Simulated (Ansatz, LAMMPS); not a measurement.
# Structural relaxation of amorphous 89SiO2-11B2O3 (mol %) (90 atoms), part 2 of 4

How does amorphous 89SiO2-11B2O3 (mol %) (90 atoms) relax, and what do bonds, charges and levels look like afterwards?

Ansatz 0.2.0; Kohn-Sham DFT, PBE, PAW (set soft_2), plane waves.

The cell: 25 Si, 6 B and 59 O. The quench rate of 100 K/ps is orders of magnitude faster than experiment. The network of bonds at the start is that of the classical potential that made the cell. Only the Γ point is sampled in the main run, in a cell whose shortest periodic width is 11 Å.

So far. Step 3 (Single point at the start): Neighbours are counted within 2.08 Å (O-Si), 1.82 Å (O-B).

**4. Cell and atoms relaxed**

The cell is relaxed with the atoms, since the starting lattice needn't suit this functional.

input.yaml reads:

```yaml
crystal:
  lattice:
    - [10.9787, 0.0, 0.0]
    - [0.0, 10.9787, 0.0]
    - [0.0, 0.0, 10.9787]
  atoms:
    [... the 90 atom lines of step 3 ...]
kpoints:
  mp_grid: { grid: [1, 1, 1] }
hamiltonian:
  xc: pbe
scf:
  occupations: { method: fermi_dirac, width: 0.025 }
output:
  forces: true
relax:
  f_tol: 0.04
  max_steps: 250
  cell: {}
```

Started as:

```console
$ ansatz run input.yaml --threads 4 --pin off --max-ram 8192MiB --backend cpu --events-out ev --progress --plain --runs-dir out
```

Log:

```text
[...]
Crystal: 90 atoms, lattice volume = 1323.283 Å³
Basis set: ecut = 420 eV, 25725 PW (Γ), exchange–correlation on 150×150×150 points (8 copies of the dense FFT grid, shifted against one another)
Bands: 326, of which v1, the nominal top of the filled ones, is band 236 counted from 1 (235 counted from 0)
Symmetry: 1 space group operations
[...]
k-points: 1
[...]
SCF iter   1: F=—  HF=-50394.367057 eV  |F-HF|=—  |Δ(HF+E_count)|=         —  Δρ=3.93e-3  dr2=4.23e-1  ethr=1.77e-3  ⟨swp⟩=7.0  Hψ=1503  notcnv=0  defer=78
[...]
SCF iter  10: F=-50394.229501 eV  HF=-50394.229501 eV  |F-HF|=2.61e-8  |Δ(HF+E_count)|=   3.81e-9  Δρ=1.85e-6  dr2=3.59e-8  ethr=2.12e-11  ⟨swp⟩=4.0  Hψ=970  notcnv=0
SCF 1 converged in 10 iterations: F = -50394.229501 eV  dr2 = 3.59e-8
[...]
relax step   1: F+E_penalty+E_count = -50394.22950115 eV  Δ(F+E_penalty+E_count) = +0.000e0 eV  max|allowed force component| = 4.475e0 eV/Å  Δτ_max = 0.0000 Å  P = -3.725 GPa  Ω = 1323.283 Å³  (10 SCF iters, dr2 threshold 1.00e-7 eV, accepted)
[... from here on, the SCF cycles and remarks between the steps are left out ...]
relax step   2: F+E_penalty+E_count = -50396.72813139 eV  Δ(F+E_penalty+E_count) = -2.499e0 eV  max|allowed force component| = 2.787e0 eV/Å  Δτ_max = 0.1122 Å  P = -1.710 GPa  Ω = 1305.689 Å³  energy of the carried Pulay correction = +6.156e-2 eV  (8 SCF iters, dr2 threshold 9.00e-6 eV, accepted)
relax step   3: F+E_penalty+E_count = -50398.24438456 eV  Δ(F+E_penalty+E_count) = -1.516e0 eV  max|allowed force component| = 6.172e-1 eV/Å  Δτ_max = 0.1536 Å  P = +0.579 GPa  Ω = 1278.127 Å³  energy of the carried Pulay correction = +1.597e-1 eV  (8 SCF iters, dr2 threshold 9.00e-6 eV, accepted)
relax step   4: F+E_penalty+E_count = -50398.68605440 eV  Δ(F+E_penalty+E_count) = -4.417e-1 eV  max|allowed force component| = 5.429e-1 eV/Å  Δτ_max = 0.2000 Å  P = +0.246 GPa  Ω = 1266.131 Å³  energy of the carried Pulay correction = +2.030e-1 eV  (7 SCF iters, dr2 threshold 9.00e-6 eV, accepted)
relax step   5: F+E_penalty+E_count = -50398.80388705 eV  Δ(F+E_penalty+E_count) = -1.178e-1 eV  max|allowed force component| = 3.405e-1 eV/Å  Δτ_max = 0.0951 Å  P = -0.221 GPa  Ω = 1265.504 Å³  energy of the carried Pulay correction = +2.053e-1 eV  (7 SCF iters, dr2 threshold 9.00e-6 eV, accepted)
relax step   6: F+E_penalty+E_count = -50399.00681556 eV  Δ(F+E_penalty+E_count) = -2.029e-1 eV  max|allowed force component| = 7.191e-1 eV/Å  Δτ_max = 0.2000 Å  P = -0.025 GPa  Ω = 1264.069 Å³  energy of the carried Pulay correction = +2.105e-1 eV  (7 SCF iters, dr2 threshold 7.25e-6 eV, accepted)
relax step   7: F+E_penalty+E_count = -50399.01296240 eV  Δ(F+E_penalty+E_count) = -6.147e-3 eV  max|allowed force component| = 1.367e0 eV/Å  Δτ_max = 0.1933 Å  P = -0.098 GPa  Ω = 1264.337 Å³  energy of the carried Pulay correction = +2.096e-1 eV  (7 SCF iters, dr2 threshold 9.00e-6 eV, accepted)
relax step   8: F+E_penalty+E_count = -50399.24727797 eV  Δ(F+E_penalty+E_count) = -2.343e-1 eV  max|allowed force component| = 2.438e-1 eV/Å  Δτ_max = 0.2000 Å  P = -0.063 GPa  Ω = 1265.186 Å³  energy of the carried Pulay correction = +2.065e-1 eV  (7 SCF iters, dr2 threshold 9.00e-6 eV, accepted)
relax step   9: F+E_penalty+E_count = -50399.26030120 eV  Δ(F+E_penalty+E_count) = -1.302e-2 eV  max|allowed force component| = 2.633e-1 eV/Å  Δτ_max = 0.2000 Å  P = +0.254 GPa  Ω = 1256.173 Å³  energy of the carried Pulay correction = +2.393e-1 eV  (8 SCF iters, dr2 threshold 3.71e-6 eV, rejected (line search))
relax step  10: F+E_penalty+E_count = -50399.29303551 eV  Δ(F+E_penalty+E_count) = -4.576e-2 eV  max|allowed force component| = 2.841e-1 eV/Å  Δτ_max = 0.0973 Å  P = -0.013 GPa  Ω = 1262.873 Å³  energy of the carried Pulay correction = +2.149e-1 eV  (11 SCF iters, accepted)
relax step  11: F+E_penalty+E_count = -50399.31143370 eV  Δ(F+E_penalty+E_count) = -1.840e-2 eV  max|allowed force component| = 1.814e-1 eV/Å  Δτ_max = 0.1000 Å  P = -0.029 GPa  Ω = 1262.316 Å³  energy of the carried Pulay correction = +2.169e-1 eV  (7 SCF iters, dr2 threshold 5.05e-6 eV, accepted)
relax step  12: F+E_penalty+E_count = -50399.31990775 eV  Δ(F+E_penalty+E_count) = -8.474e-3 eV  max|allowed force component| = 7.132e-2 eV/Å  Δτ_max = 0.0210 Å  P = +0.029 GPa  Ω = 1261.691 Å³  energy of the carried Pulay correction = +2.192e-1 eV  (6 SCF iters, dr2 threshold 2.06e-6 eV, accepted)
relax step  13: F+E_penalty+E_count = -50399.32356069 eV  Δ(F+E_penalty+E_count) = -3.653e-3 eV  max|allowed force component| = 2.357e-1 eV/Å  Δτ_max = 0.2000 Å  P = +0.000 GPa  Ω = 1259.330 Å³  energy of the carried Pulay correction = +2.278e-1 eV  (8 SCF iters, dr2 threshold 3.18e-7 eV, rejected (line search))
relax step  14: F+E_penalty+E_count = -50399.32979454 eV  Δ(F+E_penalty+E_count) = -9.887e-3 eV  max|allowed force component| = 1.138e-1 eV/Å  Δτ_max = 0.0973 Å  P = +0.027 GPa  Ω = 1260.628 Å³  energy of the carried Pulay correction = +2.231e-1 eV  (10 SCF iters, accepted)
relax step  15: F+E_penalty+E_count = -50399.33149303 eV  Δ(F+E_penalty+E_count) = -1.698e-3 eV  max|allowed force component| = 9.846e-2 eV/Å  Δτ_max = 0.0984 Å  P = -0.072 GPa  Ω = 1260.143 Å³  energy of the carried Pulay correction = +2.248e-1 eV  (7 SCF iters, dr2 threshold 8.09e-7 eV, rejected (line search))
relax step  16: F+E_penalty+E_count = -50399.33397024 eV  Δ(F+E_penalty+E_count) = -4.176e-3 eV  max|allowed force component| = 1.447e-1 eV/Å  Δτ_max = 0.0492 Å  P = +0.010 GPa  Ω = 1259.910 Å³  energy of the carried Pulay correction = +2.257e-1 eV  (10 SCF iters, accepted)
relax step  17: F+E_penalty+E_count = -50399.33167654 eV  Δ(F+E_penalty+E_count) = +2.294e-3 eV  max|allowed force component| = 1.375e-1 eV/Å  Δτ_max = 0.0500 Å  P = -0.017 GPa  Ω = 1260.115 Å³  energy of the carried Pulay correction = +2.249e-1 eV  (7 SCF iters, dr2 threshold 1.31e-6 eV, rejected (line search))
relax step  18: F+E_penalty+E_count = -50399.33809287 eV  Δ(F+E_penalty+E_count) = -4.123e-3 eV  max|allowed force component| = 1.060e-2 eV/Å  Δτ_max = 0.0244 Å  P = +0.005 GPa  Ω = 1259.653 Å³  energy of the carried Pulay correction = +2.266e-1 eV  (10 SCF iters, accepted)
relax step  19: F+E_penalty+E_count = -50399.27181134 eV  Δ(F+E_penalty+E_count) = +6.628e-2 eV  max|allowed force component| = 1.144e-2 eV/Å  Δτ_max = 0.0000 Å  P = -0.151 GPa  Ω = 1259.653 Å³  stress off target by 3.90e-1 GPa  SCF on the basis re-selected at this cell (its energy is not comparable with the rows above)  (7 SCF iters)
relax step  20: F+E_penalty+E_count = -50399.29060602 eV  Δ(F+E_penalty+E_count) = -1.879e-2 eV  max|allowed force component| = 3.238e-2 eV/Å  Δτ_max = 0.0244 Å  P = +0.001 GPa  Ω = 1256.469 Å³  energy of the carried Pulay correction = +1.100e-2 eV  (7 SCF iters, dr2 threshold 3.80e-7 eV, accepted)
relax step  21: F+E_penalty+E_count = -50399.27937314 eV  Δ(F+E_penalty+E_count) = +1.123e-2 eV  max|allowed force component| = 3.255e-2 eV/Å  Δτ_max = 0.0000 Å  P = -0.010 GPa  Ω = 1256.469 Å³  stress off target by 3.36e-2 GPa  SCF on the basis re-selected at this cell (its energy is not comparable with the rows above)  (6 SCF iters)
[...]
SCF converged after 6 iterations
Free energy (F): -50399.279373 eV
[...]
Internal energy: -50399.279373 eV  (E = F + TS)
E sigma→0 (E₀):  -50399.279373 eV
Fermi energy:    4.410916 eV
[...]
--- Forces (eV/Å), atoms counted from 1 ---
  atom   1  Si    -0.00737825    -0.00229225    -0.01014135
  atom   2  Si    -0.00001355    -0.00207893     0.00414310
  atom   3  Si     0.00241191     0.00951588     0.00758102
  atom   4  Si    -0.00853617    -0.00118593    -0.00561365
  atom   5  Si    -0.01169873     0.00945926    -0.02234458
  atom   6  Si    -0.00172829     0.00447790     0.00490019
  atom   7  Si     0.00593313    -0.00139499    -0.00151330
  atom   8  Si     0.00438824    -0.00583419    -0.00015344
  atom   9  Si     0.01050735     0.00983922    -0.00934217
  atom  10  Si    -0.00037497     0.00305770     0.00654061
  atom  11  Si     0.00037288     0.00461491     0.00364820
  atom  12  Si    -0.00483060    -0.00020439    -0.00188227
  atom  13  Si    -0.01946806    -0.00386679    -0.00429804
  atom  14  Si    -0.00140914     0.00590143     0.00367735
[...]
atom  89  O      0.00788578     0.00511630    -0.01859224
  atom  90  O      0.01661260     0.02646084    -0.02122887
  max |Σ_I F_I| component: 1.81e-5 eV/Å
--- Stress (GPa, compression-positive) ---
       -0.024853      -0.017350      -0.001162
       -0.017356       0.001675      -0.002711
       -0.001160      -0.002712      -0.007860
  P = ⅓ Tr σ = -0.0103 GPa (-0.103 kbar)
--- Relaxed structure (19 steps of the walk, 15 accepted, 2 SCFs on fresh bases) ---
  F+E_penalty+E_count = -50399.27937314 eV   max|allowed force component| = 3.255e-2 eV/Å   (the final SCF, on the basis selected at the relaxed cell)
  cell:  # Å, volume = 1256.4694 Å³
    - [10.744131, 0.164580, -0.157168]
    - [0.164580, 10.785194, 0.473621]
    - [-0.157168, 0.473621, 10.868930]
  atoms:
    - { symbol: Si, position: [0.774372, 0.435671, 0.254881] }
    - { symbol: Si, position: [0.703609, 0.893658, 0.143485] }
    - { symbol: Si, position: [0.276374, 0.613975, 0.923694] }
    - { symbol: Si, position: [0.543215, 0.947744, 0.373143] }
[...]
- { symbol: O, position: [0.044356, 0.337997, 0.855674] }
```

Elapsed: 1.8 min, on 4 threads of Intel Xeon 6975P-C (Granite Rapids), shared host; peak memory 1.5 GiB.

Relaxation path:

```
step  energy less that of the first step (eV)  largest force component (eV/Å)  pressure (GPa)  volume (Å³)
   1                                   0.0000                          4.4746           -3.73      1323.28
   2                                  -2.4986                          2.7870           -1.71      1305.69
   3                                  -4.0149                          0.6172            0.58      1278.13
   4                                  -4.4566                          0.5429            0.25      1266.13
   5                                  -4.5744                          0.3406           -0.22      1265.50
   6                                  -4.7773                          0.7191           -0.02      1264.07
   7                                  -4.7835                          1.3666           -0.10      1264.34
   8                                  -5.0178                          0.2438           -0.06      1265.19
   9                                  -5.0308                          0.2633            0.25      1256.17
  10                                  -5.0635                          0.2841           -0.01      1262.87
  11                                  -5.0819                          0.1814           -0.03      1262.32
  12                                  -5.0904                          0.0713            0.03      1261.69
  13                                  -5.0941                          0.2357            0.00      1259.33
  14                                  -5.1003                          0.1138            0.03      1260.63
  15                                  -5.1020                          0.0985           -0.07      1260.14
  16                                  -5.1045                          0.1447            0.01      1259.91
  17                                  -5.1022                          0.1375           -0.02      1260.11
  18                                  -5.1086                          0.0106            0.01      1259.65
 19*                                  -5.0423                          0.0114           -0.15      1259.65
  20                                  -5.0611                          0.0324            0.00      1256.47
 21*                                  -5.0499                          0.0325           -0.01      1256.47
```

Relaxation steps marked * repeat the geometry before them on a plane-wave basis chosen anew for their cell, so energy and pressure can jump there. Relaxation steps 9, 13, 15, 17 were tried and not accepted.

| cell as run | before | after | change |
| --- | --- | --- | --- |
| a (Å) | 10.979 | 10.747 | -2.1 % |
| b (Å) | 10.979 | 10.797 | -1.7 % |
| c (Å) | 10.979 | 10.880 | -0.9 % |
| α (°) | 90.00 | 85.00 | -5.6 % |
| β (°) | 90.00 | 91.63 | +1.8 % |
| γ (°) | 90.00 | 88.29 | -1.9 % |
| volume (Å³/atom) | 14.70 | 13.96 | -5.0 % |

The atoms that moved most (Å, as changes of fractional coordinates times the final cell):

```
atom      dx      dy      dz  length
 O55   0.318  -0.616   0.163   0.712
 O47  -0.459  -0.189   0.448   0.668
 O43  -0.536   0.054  -0.121   0.552
 O45   0.071   0.166  -0.511   0.542
 Si5  -0.525  -0.014   0.057   0.529
 O35   0.439  -0.245   0.080   0.510
 O59  -0.064  -0.467   0.124   0.487
 O65   0.432  -0.126   0.171   0.481
```

The relaxation changed the energy by -56.1 meV/atom, and atoms moved by 0.30 Å r.m.s., 0.71 Å at most.

**5. Structure statistics after relaxation**

Bonds before and after, by the cutoffs listed below:

```csv
pair,bonds before,bonds after,mean before (Å),mean after (Å),spread before (Å),spread after (Å)
O-Si,100,101,1.643,1.641,0.020,0.041
O-B,18,18,1.394,1.376,0.008,0.035
```

Density 2.26 g/cm³, 13.96 Å³ an atom.

Pair distribution functions g(r), in bins of 0.2 Å:

```csv
r (Å),total,O-O,O-Si,O-B,Si-Si,Si-B,B-B
1.30,1.06,0.00,0.00,12.10,0.00,0.00,0.00
1.50,0.37,0.00,0.69,1.34,0.00,0.00,0.00
1.70,4.32,0.00,11.83,0.00,0.00,0.00,0.00
1.90,0.07,0.00,0.20,0.00,0.00,0.00,0.00
2.10,0.00,0.00,0.00,0.00,0.00,0.00,0.00
2.30,0.29,0.67,0.00,0.00,0.00,0.00,0.00
2.50,0.79,1.77,0.00,0.00,0.00,0.00,8.73
2.70,2.09,4.50,0.00,0.58,0.00,2.81,0.00
2.90,0.60,0.62,0.12,0.33,1.67,3.65,0.00
3.10,0.87,0.60,0.45,1.31,4.32,0.00,0.00
3.30,0.75,0.64,0.74,1.16,1.36,0.00,0.00
3.50,0.85,0.58,1.27,1.27,0.00,0.80,0.00
3.70,0.79,0.40,1.18,1.55,0.34,0.76,0.00
3.90,1.14,0.72,1.69,1.77,0.52,0.43,0.00
4.10,1.16,0.70,1.83,0.84,0.76,1.61,0.00
4.30,1.04,0.84,1.48,0.68,0.59,0.90,0.00
4.50,1.06,1.28,0.72,0.77,1.26,1.96,1.32
4.70,1.02,1.36,0.71,0.70,1.02,1.05,0.00
4.90,1.10,1.60,0.55,0.83,0.99,1.40,1.20
5.10,0.97,1.11,0.66,1.15,1.30,1.27,1.10
5.30,1.08,1.10,1.05,0.75,1.09,1.79,0.00
```

Bonds by pair of elements; cutoffs follow the first minimum of g(r), held within bounds set by covalent radii, and pairs that aren't listed don't count as bonded:

| pair A-B | cutoff (Å) | bonds | mean length (Å) | spread (Å) | shortest (Å) | B about A | A about B |
| --- | --- | --- | --- | --- | --- | --- | --- |
| O-Si | 2.16 | 101 | 1.64 | 0.041 | 1.59 | 1.71 | 4.04 |
| O-B | 1.82 | 18 | 1.38 | 0.035 | 1.33 | 0.305 | 3 |

How many atoms have how many bonded neighbours:

```
element  mean   2  3   4  5
      B     3   0  6   0  0
      O  2.02  58  1   0  0
     Si  4.04   0  0  24  1
```

Bond angles, per cent of each kind in bins of 5°:

| angle (°) | O-Si-O | Si-O-Si | O-B-O | B-O-Si |
| --- | --- | --- | --- | --- |
| 85–90 | 2.6 | 0.0 | 0.0 | 0.0 |
| 90–95 | 1.9 | 0.0 | 0.0 | 0.0 |
| 95–100 | 3.2 | 0.0 | 0.0 | 0.0 |
| 100–105 | 7.8 | 0.0 | 0.0 | 0.0 |
| 105–110 | 44.2 | 0.0 | 0.0 | 6.7 |
| 110–115 | 29.9 | 0.0 | 5.6 | 0.0 |
| 115–120 | 7.1 | 4.5 | 44.4 | 6.7 |
| 120–125 | 0.6 | 4.5 | 38.9 | 20.0 |
| 125–130 | 1.3 | 2.3 | 11.1 | 13.3 |
| 130–135 | 0.6 | 20.5 | 0.0 | 6.7 |
| 135–140 | 0.0 | 15.9 | 0.0 | 0.0 |
| 140–145 | 0.0 | 9.1 | 0.0 | 20.0 |
| 145–150 | 0.0 | 9.1 | 0.0 | 6.7 |
| 150–155 | 0.0 | 11.4 | 0.0 | 13.3 |
| 155–160 | 0.0 | 4.5 | 0.0 | 0.0 |
| 160–165 | 0.0 | 9.1 | 0.0 | 0.0 |
| 165–170 | 0.0 | 6.8 | 0.0 | 0.0 |
| 170–175 | 0.0 | 0.0 | 0.0 | 6.7 |
| 175–180 | 0.6 | 2.3 | 0.0 | 0.0 |

Bond angles (no mean is given where the spread exceeds 20°):

```
  angle  count  mean (°)  spread (°)
 O-Si-O    154       109         8.5
Si-O-Si     44       144        14.1
  O-B-O     18       120         3.7
 B-O-Si     15       135        15.8
  B-O-B      2       135         3.2
```

Oxygen atoms by the number of network formers (Si, P, Ge, B, Al, As, Ga) bound to them:

| network formers bound to O | O atoms | per cent |
| --- | --- | --- |
| 0 | 0 | 0 |
| 1 | 0 | 0 |
| 2 | 58 | 98.3 |
| 3 | 1 | 1.7 |

Network units: each former by its oxygen neighbours and how many of them bridge to another former:

```csv
former,O neighbours,bridging O,atoms
Si,4,4,24
Si,5,5,1
B,3,3,6
```

Bond length by coordination (bonds to H left out):

```
element  coordination  atoms  mean bond length (Å)
      O             2     58                  1.60
      O             3      1                  1.71
     Si             4     24                  1.64
     Si             5      1                  1.73
```

Rings of the network by King's shortest-path rule, up to 12 atoms, one path for each pair of neighbours; H, halogens, alkali and alkaline-earth atoms are left out:

```csv
ring size (atoms),rings,per network atom
8,7,0.078
10,12,0.133
12,13,0.144
```

By these cutoffs all B atoms have 3, 98 % of O atoms have 2 and 96 % of Si atoms have 4 bonded neighbours. The O-Si-O angle averages 109° with a spread of 8°. 98 % of the oxygens bridge two formers and 0 % are non-bridging; 2 % join three. The commonest Si unit has 4 oxygens, 4 of them shared with other formers (24 of 25 atoms). Rings of 12 atoms are the most common (41 % of those counted); sizes run from 8 to 12, where the search stops.

[end of part 2 of 4]

[Long decimals in the printed logs are rounded to 6 places.]

[Logs are printed without paths, hosts, clocks, repeated set-up lines and the standing remarks that a program may print on its own settings, such as how far it seeks lower states.]

[Hosts, paths, dates, database ids (printed as entryN), source tags and the programs' standing remarks are cut or masked in the printed files.]

[A walk said to have stopped at its limit may instead have ended on an SCF cycle that didn't converge.]
